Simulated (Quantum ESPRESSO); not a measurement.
# MnF2: a ladder in cutoff, mesh and threshold together

Two starts of MnF2 are run at each rung of cutoff, mesh and threshold together.

Main program and level: Quantum ESPRESSO 7.5; PBE; plane waves with GBRV 1.5 PBE potentials, no spin-orbit coupling (settings of the first rung).

### 1. Starting point

The structure is tetragonal, space group P4_2/mnm (No. 136). Conventional cell: a = 4.874 Å, b = 4.874 Å, c = 3.311 Å, α = 90.00°, β = 90.00°, γ = 90.00°. Nearest to Mn lie 6 F at 2.10 to 2.13 Å. Nearest to F lie 3 Mn at 2.10 to 2.13 Å. Farther neighbours and most contacts between anions are not listed.

The cell comes from the Crystallography Open Database.

### 2. Rung 1, start ferro ++

pw.in reads:

```
&CONTROL
  calculation = 'scf'
  prefix = 'pwscf'
  outdir = './tmp'
  pseudo_dir = './pseudo'
  disk_io = 'nowf'
/
&SYSTEM
  ibrav = 0
  celldm(1) = 8
  nat = 6
  ntyp = 2
  ecutwfc = 22
  ecutrho = 154
  nbnd = 44
  occupations = 'smearing'
  smearing = 'fd'
  degauss = 0.00367493
  nspin = 2
  starting_magnetization(1) = 0.3
  starting_magnetization(2) = 0
/
&ELECTRONS
  conv_thr = 6d-06
  electron_maxstep = 150
  mixing_beta = 0.3
/
ATOMIC_SPECIES
Mn     54.9380 mn_pbe_v1.5.uspp.F.UPF
F      18.9984 f_pbe_v1.4.uspp.F.UPF
CELL_PARAMETERS alat
   1.1512683982751    0.0000000000000    0.0000000000000
   0.0000000000000    1.1512683982751    0.0000000000000
   0.0000000000000    0.0000000000000    0.7820395350998
ATOMIC_POSITIONS crystal
Mn      0.0000000000    0.0000000000    0.0000000000
Mn      0.5000000000    0.5000000000    0.5000000000
F       0.3053000000    0.3053000000    0.0000000000
F       0.1947000000    0.8053000000    0.5000000000
F       0.6947000000    0.6947000000    0.0000000000
F       0.8053000000    0.1947000000    0.5000000000
K_POINTS automatic
2 2 4 0 0 0
```

Run with:

```
OMP_NUM_THREADS=1 mpirun -n 2 pw.x -nk 2 -in pw.in > pw.out
```

The log of the run:

```text
Program PWSCF v.7.5 starts

     Message from routine setup:
     using ibrav=0 with symmetry is DISCOURAGED, use correct ibrav instead

     K-points division:     npool     =       2
     Subspace diagonalization in iterative solution of the eigenvalue problem:

     bravais-lattice index     =            0
     lattice parameter (alat)  =       8.0000  a.u.
     unit-cell volume          =     530.7034 (a.u.)^3
     number of atoms/cell      =            6
     number of atomic types    =            2
     number of electrons       =        58.00
     number of Kohn-Sham states=           44
     kinetic-energy cutoff     =      22.0000  Ry
     charge density cutoff     =     154.0000  Ry
     scf convergence threshold =      6.0E-06
     mixing beta               =       0.3000
     number of iterations used =            8  plain     mixing
     Exchange-correlation=  SLA  PW   PBX  PBC
                           (   1   4   3   4   0   0   0)

     celldm(1)=   8.000000  celldm(2)=   0.000000  celldm(3)=   0.000000
     celldm(4)=   0.000000  celldm(5)=   0.000000  celldm(6)=   0.000000

     crystal axes: (cart. coord. in units of alat)
               a(1) = (   1.151268   0.000000   0.000000 )
               a(2) = (   0.000000   1.151268   0.000000 )
               a(3) = (   0.000000   0.000000   0.782040 )

     reciprocal axes: (cart. coord. in units 2 pi/alat)
               b(1) = (  0.868607  0.000000  0.000000 )
               b(2) = (  0.000000  0.868607  0.000000 )
               b(3) = (  0.000000  0.000000  1.278708 )

     PseudoPot. # 1 for Mn read from file:
     mn_pbe_v1.5.uspp.F.UPF
     Pseudo is Ultrasoft + core correction, Zval = 15.0

     PseudoPot. # 2 for F  read from file:
     f_pbe_v1.4.uspp.F.UPF
     Pseudo is Ultrasoft, Zval =  7.0

     atomic species   valence    mass     pseudopotential
     Mn               15.00    54.93800     Mn( 1.00)
     F                 7.00    18.99840     F ( 1.00)

     Starting magnetic structure
     atomic species   magnetization
     Mn              0.300
     F               0.000

     16 Sym. Ops., with inversion, found ( 8 have fractional translation)

   Cartesian axes

     site n.     atom                  positions (alat units)
         1        Mn     tau(   1) = (   0.0000000   0.0000000   0.0000000  )
         2        Mn     tau(   2) = (   0.5756342   0.5756342   0.3910198  )
         3        F      tau(   3) = (   0.3514822   0.3514822   0.0000000  )
         4        F      tau(   4) = (   0.2241520   0.9271164   0.3910198  )
         5        F      tau(   5) = (   0.7997862   0.7997862   0.0000000  )
         6        F      tau(   6) = (   0.9271164   0.2241520   0.3910198  )

     number of k points=     9  Fermi-Dirac smearing, width (Ry)=  0.0037
                       cart. coord. in units 2pi/alat
        k(    1) = (   0.0000000   0.0000000   0.0000000), wk =   0.0625000
        k(    2) = (   0.0000000   0.0000000   0.3196769), wk =   0.1250000
        k(    3) = (   0.0000000   0.0000000  -0.6393539), wk =   0.0625000
        k(    4) = (   0.0000000  -0.4343036   0.0000000), wk =   0.1250000
        k(    5) = (   0.0000000  -0.4343036   0.3196769), wk =   0.2500000
        [... 4 further k-points ...]

     Dense  grid:    17121 G-vectors     FFT dimensions: (  40,  40,  30)

     Smooth grid:     7427 G-vectors     FFT dimensions: (  30,  30,  20)

     Check: negative core charge=   -0.000054
     Generating pointlists ...
     new r_m :   0.2050 (alat units)  1.6403 (a.u.) for type    1
     new r_m :   0.2050 (alat units)  1.6403 (a.u.) for type    2

     Initial potential from superposition of free atoms

     starting charge      56.9998, renormalised to      58.0000
     Starting wfcs are   42 randomized atomic wfcs +    2 random wfcs

     Self-consistent Calculation

     iteration #  1     ecut=    22.00 Ry     beta= 0.30
     Davidson diagonalization with overlap
     ethr =  1.00E-02,  avg # of iterations =  4.6

     total energy              =    -615.29431949 Ry
     estimated scf accuracy    <       0.79101163 Ry

     total magnetization       =     9.88 Bohr mag/cell
     absolute magnetization    =     9.88 Bohr mag/cell

     iteration #  2     ecut=    22.00 Ry     beta= 0.30
     Davidson diagonalization with overlap
     ethr =  1.36E-03,  avg # of iterations =  2.0

     total energy              =    -615.40697164 Ry
     estimated scf accuracy    <       0.10143078 Ry

     total magnetization       =    10.00 Bohr mag/cell
     absolute magnetization    =    10.00 Bohr mag/cell

     [... further iterations left out ...]

     iteration #  6     ecut=    22.00 Ry     beta= 0.30
     Davidson diagonalization with overlap
     ethr =  5.67E-08,  avg # of iterations =  2.2

     negative rho (up, down):  0.000E+00 3.379E-03

     total energy              =    -615.42234857 Ry
     estimated scf accuracy    <       0.00001166 Ry

     total magnetization       =    10.00 Bohr mag/cell
     absolute magnetization    =    10.00 Bohr mag/cell

     iteration #  7     ecut=    22.00 Ry     beta= 0.30
     Davidson diagonalization with overlap
     ethr =  2.01E-08,  avg # of iterations =  2.0

     negative rho (up, down):  0.000E+00 3.409E-03

     Magnetic moment per site  (integrated on atomic sphere of radius R)
     atom   1 (R=0.205)  charge= 12.4290  magn=  4.2563
     atom   2 (R=0.205)  charge= 12.4290  magn=  4.2563
     atom   3 (R=0.205)  charge=  6.7250  magn=  0.1043
     atom   4 (R=0.205)  charge=  6.7250  magn=  0.1043
     atom   5 (R=0.205)  charge=  6.7250  magn=  0.1043
     atom   6 (R=0.205)  charge=  6.7250  magn=  0.1043

     End of self-consistent calculation

     [... lines left out ...]
     the Fermi energy is     7.6410 ev

!    total energy              =    -615.42267752 Ry
     estimated scf accuracy    <       0.00000051 Ry
     smearing contrib. (-TS)   =      -0.00000000 Ry
     internal energy E=F+TS    =    -615.42267751 Ry

     The total energy is F=E-TS. E is the sum of the following terms:
     one-electron contribution =    -370.29435966 Ry
     hartree contribution      =     209.73830687 Ry
     xc contribution           =     -90.68028576 Ry
     ewald contribution        =    -364.18633896 Ry

     total magnetization       =    10.00 Bohr mag/cell
     absolute magnetization    =    10.00 Bohr mag/cell

     convergence has been achieved in   7 iterations

=------------------------------------------------------------------------------=
   JOB DONE.
=------------------------------------------------------------------------------=
```

Wall time 3.9 s (2 MPI ranks of Intel Xeon 6975P-C (Granite Rapids), shared host); peak memory 0.19 GiB; 7.4 s of CPU time.

Spin moment in the atom's sphere by atom:

| atom | spin moment in the atom's sphere (μB) |
| --- | --- |
| Mn1 | 4.26 |
| Mn2 | 4.26 |
| F3 | 0.10 |
| F4 | 0.10 |
| F5 | 0.10 |
| F6 | 0.10 |

Read from the output:

| Item | Value |
| --- | --- |
| magnetization | 10 μB |
| final state | ferromagnetic |

### 3. Rung 1, start antiferro +-

pw.in, as its differences from that of step 2:

```diff
@@ -11,6 +11,6 @@
   nat = 6
-  ntyp = 2
+  ntyp = 3
   ecutwfc = 22
   ecutrho = 154
-  nbnd = 44
+  nbnd = 39
   occupations = 'smearing'
@@ -20,3 +20,4 @@
   starting_magnetization(1) = 0.3
-  starting_magnetization(2) = 0
+  starting_magnetization(2) = -0.3
+  starting_magnetization(3) = 0
 /
@@ -28,3 +29,4 @@
 ATOMIC_SPECIES
-Mn     54.9380 mn_pbe_v1.5.uspp.F.UPF
+Mn1    54.9380 mn_pbe_v1.5.uspp.F.UPF
+Mn2    54.9380 mn_pbe_v1.5.uspp.F.UPF
 F      18.9984 f_pbe_v1.4.uspp.F.UPF
@@ -35,4 +37,4 @@
 ATOMIC_POSITIONS crystal
-Mn      0.0000000000    0.0000000000    0.0000000000
-Mn      0.5000000000    0.5000000000    0.5000000000
+Mn1     0.0000000000    0.0000000000    0.0000000000
+Mn2     0.5000000000    0.5000000000    0.5000000000
 F       0.3053000000    0.3053000000    0.0000000000
```

The log of the run:

```text
     [... lines left out ...]
Program PWSCF v.7.5 starts
     [... lines left out ...]
     number of atoms/cell      =            6
     [... lines left out ...]
     number of electrons       =        58.00
     number of Kohn-Sham states=           39
     kinetic-energy cutoff     =      22.0000  Ry
     charge density cutoff     =     154.0000  Ry
     scf convergence threshold =      6.0E-06
     [... lines left out ...]
      8 Sym. Ops., with inversion, found
     [... lines left out ...]
     number of k points=     9  Fermi-Dirac smearing, width (Ry)=  0.0037
     [... lines left out ...]
     iteration #  7     ecut=    22.00 Ry     beta= 0.30
     [... lines left out ...]
     Magnetic moment per site  (integrated on atomic sphere of radius R)
     atom   1 (R=0.205)  charge= 12.4335  magn=  4.2228
     atom   2 (R=0.205)  charge= 12.4329  magn= -4.2227
     atom   3 (R=0.205)  charge=  6.7235  magn= -0.0318
     atom   4 (R=0.205)  charge=  6.7233  magn=  0.0317
     atom   5 (R=0.205)  charge=  6.7235  magn= -0.0318
     atom   6 (R=0.205)  charge=  6.7233  magn=  0.0317
     [... lines left out ...]
     the Fermi energy is     7.6265 ev
!    total energy              =    -615.42976074 Ry
     estimated scf accuracy    <       0.00000075 Ry
     smearing contrib. (-TS)   =      -0.00000000 Ry
     [... lines left out ...]
     total magnetization       =    -0.00 Bohr mag/cell
     absolute magnetization    =     9.62 Bohr mag/cell
     convergence has been achieved in   7 iterations
```

Run time: 4.1 s. Hardware: 2 MPI ranks; peak memory 0.2 GiB.

Spin moment in the atom's sphere by atom:

| atom | spin moment in the atom's sphere (μB) |
| --- | --- |
| Mn1 | 4.22 |
| Mn2 | -4.22 |
| F3 | -0.03 |
| F4 | 0.03 |
| F5 | -0.03 |
| F6 | 0.03 |

Read from the output:

* magnetization: 0 μB
* final state: antiferromagnetic

### 4. Rung 2, start ferro ++

pw.in reads:

```
&CONTROL
  calculation = 'scf'
  prefix = 'pwscf'
  outdir = './tmp'
  pseudo_dir = './pseudo'
  disk_io = 'nowf'
/
&SYSTEM
  ibrav = 0
  celldm(1) = 8
  nat = 6
  ntyp = 2
  ecutwfc = 30
  ecutrho = 210
  nbnd = 44
  occupations = 'smearing'
  smearing = 'fd'
  degauss = 0.00367493
  nspin = 2
  starting_magnetization(1) = 0.3
  starting_magnetization(2) = 0
/
&ELECTRONS
  conv_thr = 6d-07
  electron_maxstep = 150
  mixing_beta = 0.3
/
ATOMIC_SPECIES
Mn     54.9380 mn_pbe_v1.5.uspp.F.UPF
F      18.9984 f_pbe_v1.4.uspp.F.UPF
CELL_PARAMETERS alat
   1.1512683982751    0.0000000000000    0.0000000000000
   0.0000000000000    1.1512683982751    0.0000000000000
   0.0000000000000    0.0000000000000    0.7820395350998
ATOMIC_POSITIONS crystal
Mn      0.0000000000    0.0000000000    0.0000000000
Mn      0.5000000000    0.5000000000    0.5000000000
F       0.3053000000    0.3053000000    0.0000000000
F       0.1947000000    0.8053000000    0.5000000000
F       0.6947000000    0.6947000000    0.0000000000
F       0.8053000000    0.1947000000    0.5000000000
K_POINTS automatic
4 4 4 0 0 0
```

The log of the run:

```text
     [... lines left out ...]
Program PWSCF v.7.5 starts
     [... lines left out ...]
     number of atoms/cell      =            6
     [... lines left out ...]
     number of electrons       =        58.00
     number of Kohn-Sham states=           44
     kinetic-energy cutoff     =      30.0000  Ry
     charge density cutoff     =     210.0000  Ry
     scf convergence threshold =      6.0E-07
     [... lines left out ...]
     16 Sym. Ops., with inversion, found ( 8 have fractional translation)
     [... lines left out ...]
     number of k points=    18  Fermi-Dirac smearing, width (Ry)=  0.0037
     [... lines left out ...]
     iteration #  8     ecut=    30.00 Ry     beta= 0.30
     [... lines left out ...]
     Magnetic moment per site  (integrated on atomic sphere of radius R)
     atom   1 (R=0.205)  charge= 12.3577  magn=  4.1981
     atom   2 (R=0.205)  charge= 12.3577  magn=  4.1981
     atom   3 (R=0.205)  charge=  6.7072  magn=  0.1041
     atom   4 (R=0.205)  charge=  6.7072  magn=  0.1041
     atom   5 (R=0.205)  charge=  6.7072  magn=  0.1041
     atom   6 (R=0.205)  charge=  6.7072  magn=  0.1041
     [... lines left out ...]
     the Fermi energy is     7.8486 ev
!    total energy              =    -617.18229348 Ry
     estimated scf accuracy    <       0.00000020 Ry
     smearing contrib. (-TS)   =      -0.00000002 Ry
     [... lines left out ...]
     total magnetization       =    10.00 Bohr mag/cell
     absolute magnetization    =    10.00 Bohr mag/cell
     convergence has been achieved in   8 iterations
```

Run time: 11 s. Hardware: 2 MPI ranks; peak memory 0.21 GiB.

This step gave:

* magnetization: 10 μB
* final state: ferromagnetic
* largest moment: 4.198 μB

### 5. Rung 2, start antiferro +-

pw.in, as its differences from that of step 4:

```diff
@@ -11,6 +11,6 @@
   nat = 6
-  ntyp = 2
+  ntyp = 3
   ecutwfc = 30
   ecutrho = 210
-  nbnd = 44
+  nbnd = 39
   occupations = 'smearing'
@@ -20,3 +20,4 @@
   starting_magnetization(1) = 0.3
-  starting_magnetization(2) = 0
+  starting_magnetization(2) = -0.3
+  starting_magnetization(3) = 0
 /
@@ -28,3 +29,4 @@
 ATOMIC_SPECIES
-Mn     54.9380 mn_pbe_v1.5.uspp.F.UPF
+Mn1    54.9380 mn_pbe_v1.5.uspp.F.UPF
+Mn2    54.9380 mn_pbe_v1.5.uspp.F.UPF
 F      18.9984 f_pbe_v1.4.uspp.F.UPF
@@ -35,4 +37,4 @@
 ATOMIC_POSITIONS crystal
-Mn      0.0000000000    0.0000000000    0.0000000000
-Mn      0.5000000000    0.5000000000    0.5000000000
+Mn1     0.0000000000    0.0000000000    0.0000000000
+Mn2     0.5000000000    0.5000000000    0.5000000000
 F       0.3053000000    0.3053000000    0.0000000000
```

The log of the run:

```text
     [... lines left out ...]
Program PWSCF v.7.5 starts
     [... lines left out ...]
     number of atoms/cell      =            6
     [... lines left out ...]
     number of electrons       =        58.00
     number of Kohn-Sham states=           39
     kinetic-energy cutoff     =      30.0000  Ry
     charge density cutoff     =     210.0000  Ry
     scf convergence threshold =      6.0E-07
     [... lines left out ...]
      8 Sym. Ops., with inversion, found
     [... lines left out ...]
     number of k points=    21  Fermi-Dirac smearing, width (Ry)=  0.0037
     [... lines left out ...]
     iteration #  9     ecut=    30.00 Ry     beta= 0.30
     [... lines left out ...]
     Magnetic moment per site  (integrated on atomic sphere of radius R)
     atom   1 (R=0.205)  charge= 12.3614  magn=  4.1589
     atom   2 (R=0.205)  charge= 12.3610  magn= -4.1586
     atom   3 (R=0.205)  charge=  6.7044  magn= -0.0311
     atom   4 (R=0.205)  charge=  6.7045  magn=  0.0311
     atom   5 (R=0.205)  charge=  6.7044  magn= -0.0311
     atom   6 (R=0.205)  charge=  6.7045  magn=  0.0311
     [... lines left out ...]
     the Fermi energy is     7.8289 ev
!    total energy              =    -617.19076424 Ry
     estimated scf accuracy    <       0.00000001 Ry
     smearing contrib. (-TS)   =      -0.00000000 Ry
     [... lines left out ...]
     total magnetization       =    -0.00 Bohr mag/cell
     absolute magnetization    =     9.59 Bohr mag/cell
     convergence has been achieved in   9 iterations
```

It took 13 s on 2 MPI ranks; peak memory 0.24 GiB.

This step gave:

```
magnetization  : 0 μB
final state    : antiferromagnetic
largest moment : 4.159 μB
```

### 6. Rung 3, start ferro ++

pw.in reads:

```
&CONTROL
  calculation = 'scf'
  prefix = 'pwscf'
  outdir = './tmp'
  pseudo_dir = './pseudo'
  disk_io = 'nowf'
/
&SYSTEM
  ibrav = 0
  celldm(1) = 8
  nat = 6
  ntyp = 2
  ecutwfc = 40
  ecutrho = 280
  nbnd = 44
  occupations = 'smearing'
  smearing = 'fd'
  degauss = 0.00367493
  nspin = 2
  starting_magnetization(1) = 0.3
  starting_magnetization(2) = 0
/
&ELECTRONS
  conv_thr = 1.2d-08
  electron_maxstep = 150
  mixing_beta = 0.3
/
ATOMIC_SPECIES
Mn     54.9380 mn_pbe_v1.5.uspp.F.UPF
F      18.9984 f_pbe_v1.4.uspp.F.UPF
CELL_PARAMETERS alat
   1.1512683982751    0.0000000000000    0.0000000000000
   0.0000000000000    1.1512683982751    0.0000000000000
   0.0000000000000    0.0000000000000    0.7820395350998
ATOMIC_POSITIONS crystal
Mn      0.0000000000    0.0000000000    0.0000000000
Mn      0.5000000000    0.5000000000    0.5000000000
F       0.3053000000    0.3053000000    0.0000000000
F       0.1947000000    0.8053000000    0.5000000000
F       0.6947000000    0.6947000000    0.0000000000
F       0.8053000000    0.1947000000    0.5000000000
K_POINTS automatic
6 6 6 0 0 0
```

The log of the run:

```text
     [... lines left out ...]
Program PWSCF v.7.5 starts
     [... lines left out ...]
     number of atoms/cell      =            6
     [... lines left out ...]
     number of electrons       =        58.00
     number of Kohn-Sham states=           44
     kinetic-energy cutoff     =      40.0000  Ry
     charge density cutoff     =     280.0000  Ry
     scf convergence threshold =      1.2E-08
     [... lines left out ...]
     16 Sym. Ops., with inversion, found ( 8 have fractional translation)
     [... lines left out ...]
     number of k points=    40  Fermi-Dirac smearing, width (Ry)=  0.0037
     [... lines left out ...]
     iteration # 11     ecut=    40.00 Ry     beta= 0.30
     [... lines left out ...]
     Magnetic moment per site  (integrated on atomic sphere of radius R)
     atom   1 (R=0.205)  charge= 12.3530  magn=  4.1926
     atom   2 (R=0.205)  charge= 12.3530  magn=  4.1926
     atom   3 (R=0.205)  charge=  6.7102  magn=  0.1043
     atom   4 (R=0.205)  charge=  6.7102  magn=  0.1043
     atom   5 (R=0.205)  charge=  6.7102  magn=  0.1043
     atom   6 (R=0.205)  charge=  6.7102  magn=  0.1043
     [... lines left out ...]
     the Fermi energy is     7.8860 ev
!    total energy              =    -617.28769657 Ry
     estimated scf accuracy    <          1.1E-09 Ry
     smearing contrib. (-TS)   =      -0.00000001 Ry
     [... lines left out ...]
     total magnetization       =    10.00 Bohr mag/cell
     absolute magnetization    =    10.00 Bohr mag/cell
     convergence has been achieved in  11 iterations
```

Elapsed: 42 s, on 2 MPI ranks; peak memory 0.33 GiB.

Read from the output:

```
magnetization  : 10 μB
final state    : ferromagnetic
largest moment : 4.193 μB
```

(Part 1 of 2 ends here.)

[Logs and program files are shortened in this print: banners, set-up blocks, solver, clock and traceback lines can be left out without a mark of their own.]

[Logs are printed without paths, hosts, clocks, repeated set-up lines and the standing remarks that a program may print on its own settings, such as how far it seeks lower states.]

[Hosts, paths, dates, database ids (printed as entryN), source tags and the programs' standing remarks are cut or masked in the printed files.]

[Where a cell is said to come from a database of computed structures, the database is the Materials Project.]
